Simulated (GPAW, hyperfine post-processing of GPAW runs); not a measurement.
# Ba2MgMn2O6: working out a paramagnetic 25Mg shift

A spin-polarised calculation (DFT, revPBE+U, plane-wave PAW, GPAW setups, collinear spin, scalar-relativistic; GPAW) with all Mn moments parallel (S = 2 each) puts a spin density ρ↑ − ρ↓ of 0.08125 e/Å³, counted along the moments, at one Mg nucleus (4 Mn through links of 77 to 153° (5)). Take g = 2, spin-only moments and Θ = 0 K (a pure Curie law); γ/2π of 25Mg is -2.6083 MHz/T.

**Task.** Find the contact field, the hyperfine constant and the contact shift at 340 K and 400 K, supposing that the crystal is a paramagnet with these local moments at both.

1. A spin density ρ_s carries a moment density μB ρ_s, and the contact field is B_c = (2μ₀/3) μB ρ_s. For 1 e/Å³ that is 7.769 T, so B_c = 0.6312 T.

2. With H = A S·I summed over the ions, A = γB_c/(2πS) = -2.6083 × 0.6312 / 2 = -0.823 MHz.

3. In a field B0 the paramagnet reaches only a fraction of saturation, M/M_sat = g μB (S + 1) B0 / [3 k_B (T − Θ)]. At 340 K this is 3.9513e-03 per tesla, or 3.71 % at 9.4 T.

4. The shift is that fraction of B_c over B0, so B0 drops out: δ = 0.6312 × 3.9513e-03 × 10⁶ = 2490 ppm at 340 K.

5. At 400 K it scales by (340 − Θ)/(400 − Θ) = 0.850, to 2120 ppm.

6. The sign says that the spin at the nucleus is parallel to the Mn moments, as where half-filled orbitals delocalise onto the site. Over this level and the 5 others of the session's ladder with the same moment and an open gap (any hybrids aside), the field runs from 0.509 to 1.00 T. Spin flips in this cell gave a rough Θ of -33 K, not relied on, which would scale the first shift by 0.91. Orbital and pseudocontact parts are not included.

[Hosts, paths, dates, database ids (printed as entryN), source tags and the programs' standing remarks are cut or masked in the printed files.]
